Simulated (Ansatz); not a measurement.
# TiFe (Pm-3m): relaxing the cell for a phonon run

Task: relax TiFe (Pm-3m) tightly.

Calculated with Ansatz 0.2.0; DFT PBEsol, scalar-relativistic, plane waves, PAW; PAW set soft_1.

## (1) Set-up

It takes space group Pm-3m (No. 221, cubic). The conventional cell has a = 2.976 Å, b = 2.976 Å, c = 2.976 Å, α = 90.00°, β = 90.00°, γ = 90.00°. Nearest to Ti lie 8 Fe at 2.58 Å. Fe has 8 Ti at 2.58 Å nearest. Farther neighbours are not listed.

Structure file:

```cif
data_structure
_symmetry_space_group_name_H-M 'Pm-3m'
_symmetry_Int_Tables_number 221
_cell_length_a 2.9760
_cell_length_b 2.9760
_cell_length_c 2.9760
_cell_angle_alpha 90.000
_cell_angle_beta 90.000
_cell_angle_gamma 90.000
_cell_volume 26.36
loop_
_atom_site_label
_atom_site_type_symbol
_atom_site_symmetry_multiplicity
_atom_site_Wyckoff_symbol
_atom_site_fract_x
_atom_site_fract_y
_atom_site_fract_z
_atom_site_occupancy
Ti1 Ti 1 b 0.50000 0.50000 0.50000 1
Fe1 Fe 1 a 0.00000 0.00000 0.00000 1
```

## (2) A coarse first look

A quick single point on a coarse mesh tells whether the cell has a gap and how far it is from rest, which sets the k mesh and smearing that follow.

input.yaml reads:

```yaml
crystal:
  lattice:
    - [2.976, 0.0, 0.0]
    - [0.0, 2.976, 0.0]
    - [0.0, 0.0, 2.976]
  atoms:
    - { symbol: Ti, position: [0.5, 0.5, 0.5] }
    - { symbol: Fe, position: [0.0, 0.0, 0.0] }
kpoints:
  mp_grid: { grid: [6, 6, 6] }
hamiltonian:
  xc: pbesol
  pseudopotentials: { kind: paw, azcp: { folder: soft_1 }, xc_functional: pbe }
scf:
  occupations: { method: gaussian, width: 0.1 }
output:
  forces: true
  stress: true
  eigenvalues: true
```

The run is started by

```sh
$ ansatz run input.yaml --threads 4 --pin off --max-ram 10240MiB --backend cpu --events-out ev --progress --plain --runs-dir out
```

Numbers of over 12 decimals in the logs are rounded to 6 here.

The program printed:

```text
Engine: ansatz 0.2.0, aarch64-unknown-linux-gnu
Pseudopotentials: kind: paw
Pseudopotential: Ti, paw, valence charge 12, recommended cutoff 420 eV (normal), soft_1/Ti.paw.azcp
Pseudopotential: Fe, paw, valence charge 16, recommended cutoff 420 eV (normal), soft_1/Fe.paw.azcp
Functional definition: PBEsol
  exchange = pbesol_x
  correlation = pbesol_c
Crystal: 2 atoms, lattice volume = 26.357 Å³
[...]
--- Band table (eV; the first three rows and the last of 20) ---
  k-point 0: bands = [... 10 lower, 13.0943, 15.7718, 15.7718, 15.7718, 17.9818, 17.9818, 19.8741, 19.8741]
  k-point 1: bands = [... 10 lower, 13.3569, 15.7368, 15.7368, 15.8893, 17.6572, 18.0864, 19.1796, 19.1796]
  k-point 2: bands = [... 10 lower, 14.0638, 15.7016, 15.7016, 16.1559, 16.8184, 18.0079, 18.1028, 18.1028]
  k-point 19: bands = [... 10 lower, 14.6588, 14.8875, 14.8875, 14.8875, 16.7886, 16.7886, 20.1770, 20.1770]
[key lines of the parts left out:]
SCF converged after 8 iterations
Free energy (F): -6923.617141 eV
Fermi energy:    16.728199 eV
P = ⅓ Tr σ = -10.7119 GPa (-107.119 kbar)
```

Elapsed: 1.3 s, on 4 threads of Arm Neoverse N1, shared host; peak memory 0.28 GiB.

This run has no spin polarisation, although Fe can carry a moment.

Numbers from this step:

- pressure: -10.71 GPa
- volume per atom: 13.18 Å³
- gap on the k-mesh: 0 eV

The coarse mesh shows no gap and a pressure of -10.7 GPa.

## (3) Rough relaxation

A rough relaxation comes first, because large forces or stress need no tight tolerances yet.

Changes to input.yaml since step 2:

```diff
@@ -19 +19,6 @@
   eigenvalues: true
+relax:
+  adjacent_minimum: "off"
+  f_tol: 0.05
+  max_steps: 80
+  cell: { stress_tol: 0.5 }
```

The program printed:

```text
[...]
Crystal: 2 atoms, lattice volume = 26.357 Å³
Basis set: ecut = 420 eV, 485 PW (Γ), exchange–correlation on 40×40×40 points (8 copies of the dense FFT grid, shifted against one another)
Bands: 18, of which v1, the nominal top of the filled ones, is band 14 counted from 1 (13 counted from 0)
Symmetry: 48 space group operations
[...]
k-points: 20 of 216
[...]
--- Relaxed structure (3 steps of the walk, 3 accepted, 2 SCFs on fresh bases) ---
  F+E_penalty+E_count = -6923.66865581 eV   max|allowed force component| = 3.418e-30 eV/Å   (the final SCF, on the basis selected at the relaxed cell)
  cell:  # Å, volume = 24.8943 Å³
    - [2.919890, 0, 0]
    - [0, 2.919890, 0.0]
    - [0, 0.0, 2.919890]
  atoms:
    - { symbol: Ti, position: [0.5, 0.5, 0.5] }
    - { symbol: Fe, position: [0, 0, 0] }
[key lines of the parts left out:]
SCF converged after 7 iterations
Free energy (F): -6923.668656 eV
Fermi energy:    17.910185 eV
P = ⅓ Tr σ = -0.0491 GPa (-0.491 kbar)
```

The job ended after 2.8 s (4 threads; peak memory 0.3 GiB; 8.1 s of CPU time).

The steps of the relaxation:

| step | energy less that of the first step (eV) | largest force component (eV/Å) | pressure (GPa) | volume (Å³) |
| --- | --- | --- | --- | --- |
| 1 | 0.0000 | 0.0000 | -10.71 | 26.36 |
| 2 | -0.0524 | 0.0000 | 0.50 | 24.83 |
| 3* | -0.0514 | 0.0000 | 0.52 | 24.83 |
| 4 | -0.0514 | 0.0000 | -0.05 | 24.89 |
| 5* | -0.0515 | 0.0000 | -0.05 | 24.89 |

Relaxation steps marked * repeat the geometry before them on a plane-wave basis chosen anew for their cell, so energy and pressure can jump there.

Forces are held to the 48 operations that the run works with; a distortion that breaks them can't arise in this run.

| conventional cell, symmetrised | before | after | change |
| --- | --- | --- | --- |
| a (Å) | 2.976 | 2.920 | -1.9 % |
| b (Å) | 2.976 | 2.920 | -1.9 % |
| c (Å) | 2.976 | 2.920 | -1.9 % |
| volume (Å³/atom) | 13.18 | 12.45 | -5.6 % |

The relaxed structure:

```
Ti Fe
1.0
     2.91989    0.00000    0.00000
     0.00000    2.91989    0.00000
     0.00000    0.00000    2.91989
Ti Fe
1 1
Direct
  0.50000 0.50000 0.50000
  0.00000 0.00000 0.00000
```

This step gave:

| Property | Result |
| --- | --- |
| pressure | -0.04912 GPa |
| volume per atom | 12.45 Å³ |

In this step the volume went from 13.18 to 12.45 Å³/atom.

## (4) Bringing the structure to rest

The cell and atoms are relaxed, since residual forces and stress would shift the frequencies.

input.yaml, the sections that differ from step 3:

```yaml
crystal:
  lattice:
    - [2.9198896096, 0.0, 0.0]
    - [0.0, 2.9198896096, 0.0]
    - [0.0, 0.0, 2.9198896096]
  atoms:
    - { symbol: Ti, position: [0.5, 0.5, 0.5] }
    - { symbol: Fe, position: [0.0, 0.0, 0.0] }
kpoints:
  mp_grid: { grid: [14, 14, 14] }
output:
  forces: true
  stress: true
  eigenvalues: true
  write_density: true
  write_potential: true
  elf: true
  volumetric_format: npy
relax:
  adjacent_minimum: "off"
  f_tol: 0.005
  max_steps: 80
  cell: { stress_tol: 0.05 }
# hamiltonian, scf: as in step 3
```

The program printed:

```text
[...]
Crystal: 2 atoms, lattice volume = 24.894 Å³
Basis set: ecut = 420 eV, 461 PW (Γ), exchange–correlation on 40×40×40 points (8 copies of the dense FFT grid, shifted against one another)
Bands: 18, of which v1, the nominal top of the filled ones, is band 14 counted from 1 (13 counted from 0)
[... 1 set-up line as in the run before ...]
[...]
k-points: 120 of 2744
[...]
SCF iter   1: F=—  HF=-6924.297064 eV  |F-HF|=—  |Δ(HF+E_count)|=         —  Δρ=1.13e-1  dr2=1.93e0  ethr=3.10e-3  ⟨swp⟩=3.8  Hψ=7842  notcnv=0
[...]
SCF iter   7: F=-6923.705267 eV  HF=-6923.705267 eV  |F-HF|=8.16e-10  |Δ(HF+E_count)|=   1.24e-7  Δρ=1.98e-6  dr2=9.37e-10  ethr=3.57e-10  ⟨swp⟩=8.2  Hψ=14248  notcnv=0
SCF 1 converged in 7 iterations: F = -6923.705267 eV  dr2 = 9.37e-10
[...]
relax step   1: F+E_penalty+E_count = -6923.70526664 eV  Δ(F+E_penalty+E_count) = +0.000e0 eV  max|allowed force component| = 2.472e-29 eV/Å  Δτ_max = 0.0000 Å  P = -0.768 GPa  Ω = 24.894 Å³  (7 SCF iters, dr2 threshold 1.00e-7 eV, accepted)
Crystal: 2 atoms, lattice volume = 24.811 Å³
[...]
SCF iter   6: F=-6923.705540 eV  HF=-6923.705540 eV  |F-HF|=4.55e-12  |Δ(HF+E_count)|=  6.55e-11  Δρ=1.07e-7  dr2=1.98e-12  ethr=1.00e-12  ⟨swp⟩=3.8  Hψ=10179  notcnv=0
SCF 2 converged in 6 iterations: F = -6923.705540 eV  dr2 = 1.98e-12
relax step   2: F+E_penalty+E_count = -6923.70554012 eV  Δ(F+E_penalty+E_count) = -2.735e-4 eV  max|allowed force component| = 5.160e-30 eV/Å  Δτ_max = 0.0000 Å  P = -0.074 GPa  Ω = 24.811 Å³  energy of the carried Pulay correction = +5.490e-5 eV  (6 SCF iters, dr2 threshold 2.00e-7 eV, accepted)
Crystal: 2 atoms, lattice volume = 24.802 Å³
[...]
SCF iter   6: F=-6923.705548 eV  HF=-6923.705548 eV  |F-HF|=0.00e0  |Δ(HF+E_count)|=  1.82e-12  Δρ=2.27e-8  dr2=1.09e-13  ethr=1.00e-12  ⟨swp⟩=3.7  Hψ=8360  notcnv=0
SCF 3 converged in 6 iterations: F = -6923.705548 eV  dr2 = 1.09e-13
relax step   3: F+E_penalty+E_count = -6923.70554800 eV  Δ(F+E_penalty+E_count) = -7.875e-6 eV  max|allowed force component| = 2.958e-30 eV/Å  Δτ_max = 0.0000 Å  P = +0.000 GPa  Ω = 24.802 Å³  energy of the carried Pulay correction = +6.075e-5 eV  (6 SCF iters, accepted)
[...]
SCF iter   8: F=-6923.705488 eV  HF=-6923.705488 eV  |F-HF|=0.00e0  |Δ(HF+E_count)|=  9.09e-13  Δρ=7.37e-10  dr2=1.33e-16  ethr=1.00e-12  ⟨swp⟩=1.6  Hψ=5035  notcnv=0
SCF 4 converged in 8 iterations: F = -6923.705488 eV  dr2 = 1.33e-16
relax step   4: F+E_penalty+E_count = -6923.70548841 eV  Δ(F+E_penalty+E_count) = +5.958e-5 eV  max|allowed force component| = 2.860e-30 eV/Å  Δτ_max = 0.0000 Å  P = +0.003 GPa  Ω = 24.802 Å³  stress off target by 2.70e-3 GPa  SCF on the basis re-selected at this cell (its energy is not comparable with the rows above)  (8 SCF iters)
[...]
SCF converged after 8 iterations
Free energy (F): -6923.705488 eV
[...]
Internal energy: -6923.702480 eV  (E = F + TS)
E sigma→0 (E₀):  -6923.703984 eV
Entropy (-TS):   -0.003009 eV (-1.504 meV/atom)
Fermi energy:    17.997867 eV
[...]
--- Stress (GPa, compression-positive) ---
        0.002700       0.000000      -0.000000
        0.000000       0.002700      -0.000000
       -0.000000      -0.000000       0.002700
  P = ⅓ Tr σ = 0.0027 GPa (0.027 kbar)
--- Band table (eV; the first three rows and the last of 120) ---
  k-point 0: bands = [... 10 lower, 14.0187, 16.9525, 16.9525, 16.9525, 19.3300, 19.3300, 21.3803, 21.3803]
  k-point 1: bands = [... 10 lower, 14.0780, 16.9444, 16.9444, 16.9772, 19.2616, 19.3564, 21.2126, 21.2126]
  k-point 2: bands = [... 10 lower, 14.2418, 16.9239, 16.9239, 17.0482, 19.0612, 19.4245, 20.7889, 20.7889]
  k-point 119: bands = [... 10 lower, 15.7979, 15.9774, 15.9774, 15.9774, 18.0818, 18.0818, 21.7017, 21.7017]
--- Relaxed structure (3 steps of the walk, 3 accepted, 1 SCFs on fresh bases) ---
[...]
cell:  # Å, volume = 24.8025 Å³
    - [2.916297, 0, 0]
    - [0, 2.916297, 0.0]
    - [0, 0.0, 2.916297]
  atoms:
    - { symbol: Ti, position: [0.5, 0.5, 0.5] }
    - { symbol: Fe, position: [0, 0, 0] }
```

It took 6.8 s on 4 threads; peak memory 0.38 GiB.

Relaxation path:

| step | energy less that of the first step (eV) | largest force component (eV/Å) | pressure (GPa) | volume (Å³) |
| --- | --- | --- | --- | --- |
| 1 | 0.0000 | 0.0000 | -0.77 | 24.89 |
| 2 | -0.0003 | 0.0000 | -0.07 | 24.81 |
| 3 | -0.0003 | 0.0000 | 0.00 | 24.80 |
| 4* | -0.0002 | 0.0000 | 0.00 | 24.80 |

Relaxation steps marked * repeat the geometry before them on a plane-wave basis chosen anew for their cell, so energy and pressure can jump there.

Forces are held to the 48 operations that the run works with; a distortion that breaks them can't arise in this run.

| conventional cell, symmetrised | before | after | change |
| --- | --- | --- | --- |
| a (Å) | 2.920 | 2.916 | -0.1 % |
| b (Å) | 2.920 | 2.916 | -0.1 % |
| c (Å) | 2.920 | 2.916 | -0.1 % |
| volume (Å³/atom) | 12.45 | 12.40 | -0.4 % |

Final coordinates:

```
Ti Fe
1.0
     2.91630    0.00000    0.00000
     0.00000    2.91630    0.00000
     0.00000    0.00000    2.91630
Ti Fe
1 1
Direct
  0.50000 0.50000 0.50000
  0.00000 0.00000 0.00000
```

Numbers from this step:

```yaml
pressure: 0.002700 GPa
volume_per_atom: 12.40 Å³
```

Electrostatic potential energy in the ac plane at fractional y = 0.500, with atoms of Ti within 0.2 Å of it. With pseudopotentials it is smooth inside the atoms' cores, unlike the true potential.

Ten even steps from '_' (-25 eV) to '@' (19 eV):
```
@@@@@@@@@@@@@@@@@@@@@@@@@@@@@@
@@@@@@@@@@%%%%%%%%%%%%@@@@@@@@
@@@@@@@@%%##**++++**##%%@@@@@@
@@@@@@%%**==::::::::==**%%@@@@
@@@@%%##==::________::==##%%@@
@@@@%%**::____________::**%%@@
@@@@%%++::____________::++%%@@
@@@@%%++::____________::++%%@@
@@@@%%**::____________::**%%@@
@@@@%%##==::________::==##%%@@
@@@@@@%%**==::::::::==**%%@@@@
@@@@@@@@%%##**++++**##%%@@@@@@
@@@@@@@@@@%%%%%%%%%%%%@@@@@@@@
@@@@@@@@@@@@@@@@@@@@@@@@@@@@@@
@@@@@@@@@@@@@@@@@@@@@@@@@@@@@@
```
Columns run along a (2.9 Å; values clipped at the 3rd and 97th percentile), rows up along c (2.9 Å). Atoms in or near the plane, at fractional coordinates: Ti at (0.50, 0.50).

ELF in the ac plane at fractional y = 0.500, with atoms of Ti within 0.2 Å of it. It is the smooth field of the valence electrons, not physical close to the nuclei.

Ten even steps from '_' (0.09) to '@' (0.75):
```
******++==--........--==++****
****++==::..________..::==++**
**++==::____........____::==++
++==::__..--++####++--..__::==
==--..__--##@@@@@@@@##--__..--
--..__..++@@@@@@@@@@@@++..__..
::..__..##@@@@%%%%@@@@##..__..
::..__..##@@@@%%%%@@@@##..__..
--..__..++@@@@@@@@@@@@++..__..
==--..__--##@@@@@@@@##--__..--
++==::__..--++####++--..__::==
**++==::____........____::==++
****++==::..________..::==++**
******++==--........--==++****
********++==--::::--==++******
```
Columns run along a (2.9 Å), rows up along c (2.9 Å). Atoms in or near the plane, at fractional coordinates: Ti at (0.50, 0.50).

Valence density in the ac plane at fractional y = 0.500, with atoms of Ti within 0.2 Å of it. It is the smooth field of the valence electrons, not physical close to the nuclei.

Ten even steps from '_' (0 e/Å³) to '@' (11 e/Å³):
```
______________________________
______________________________
______________________________
____________........__________
__________..--====--..________
________..--**####**--..______
________..==##@@@@##==..______
________..==##@@@@##==..______
________..--**####**--..______
__________..--====--..________
____________........__________
______________________________
______________________________
______________________________
______________________________
```
Columns run along a (2.9 Å), rows up along c (2.9 Å). Atoms in or near the plane, at fractional coordinates: Ti at (0.50, 0.50).

In this step the volume went from 12.45 to 12.40 Å³/atom.

## (5) Relaxing to small forces for the phonons

Phonons need a cell at rest on their own settings, so the relaxation is repeated with tight tolerances on forces and stress, using the mesh and the filling of the phonon run that follows.

input.yaml reads:

```yaml
crystal:
  lattice:
    - [2.916296866, 0.0, 0.0]
    - [0.0, 2.916296866, 0.0]
    - [0.0, 0.0, 2.916296866]
  atoms:
    - { symbol: Ti, position: [0.5, 0.5, 0.5] }
    - { symbol: Fe, position: [0.0, 0.0, 0.0] }
kpoints:
  mp_grid: { grid: [16, 16, 16] }
hamiltonian:
  xc: pbesol
  pseudopotentials: { kind: paw, azcp: { folder: soft_1 }, xc_functional: pbe }
scf:
  occupations: { method: methfessel_paxton, width: 0.2 }
output:
  forces: true
  stress: true
  eigenvalues: true
relax:
  adjacent_minimum: "off"
  f_tol: 0.001
  max_steps: 60
  cell: { stress_tol: 0.01 }
```

The program printed:

```text
[...]
Crystal: 2 atoms, lattice volume = 24.802 Å³
Basis set: ecut = 420 eV, 461 PW (Γ), exchange–correlation on 40×40×40 points (8 copies of the dense FFT grid, shifted against one another)
Bands: 18, of which v1, the nominal top of the filled ones, is band 14 counted from 1 (13 counted from 0)
[... 1 set-up line as in the run before ...]
[...]
k-points: 165 of 4096
[...]
k-point 164: bands = [... 10 lower, 15.8023, 15.9819, 15.9819, 15.9819, 18.0865, 18.0865, 21.7082, 21.7082]
--- Relaxed structure (2 steps of the walk, 2 accepted, 1 SCFs on fresh bases) ---
[...]
cell:  # Å, volume = 24.7969 Å³
    - [2.916076, 0, 0.0]
    - [0, 2.916076, 0]
    - [0.0, 0, 2.916076]
  atoms:
    - { symbol: Ti, position: [0.500000, 0.500000, 0.500000] }
    - { symbol: Fe, position: [0, 0, 0] }
[key lines of the parts left out:]
SCF converged after 5 iterations
Free energy (F): -6923.704373 eV
Fermi energy:    18.001545 eV
P = ⅓ Tr σ = -0.0054 GPa (-0.054 kbar)
```

The job ended after 6.3 s (4 threads; peak memory 0.39 GiB; 23 s of CPU time).

Little changed from the start: no atom moved by 0.005 Å and no cell edge by 0.1 %.

Numbers from this step:

| Item | Value |
| --- | --- |
| pressure | -0.005430 GPa |

The forces vanish by symmetry and the pressure is -0.005 GPa, within the tolerances set. The cell now holds 12.40 Å³/atom.

## (6) Summary of results

```json
{
 "space group after relaxation (within 0.01 Å)": "Pm-3m",
 "lattice constant a": "2.916 Å",
 "lattice constant b": "2.916 Å",
 "lattice constant c": "2.916 Å",
 "volume per atom": "12.4 Å³"
}
```

What this shows: The forces vanish by symmetry and the pressure is -0.005 GPa, within the tolerances set. The cell now holds 12.40 Å³/atom. The relaxation keeps the symmetry of its start, so it says nothing on stability against lower symmetry. The runs are without spin polarisation, although Fe often carries a moment. The PAW files were made for PBE and serve the other functionals too.

[Logs are printed without paths, hosts, clocks, repeated set-up lines and the standing remarks that a program may print on its own settings, such as how far it seeks lower states.]

[Hosts, paths, dates, database ids (printed as entryN), source tags and the programs' standing remarks are cut or masked in the printed files.]
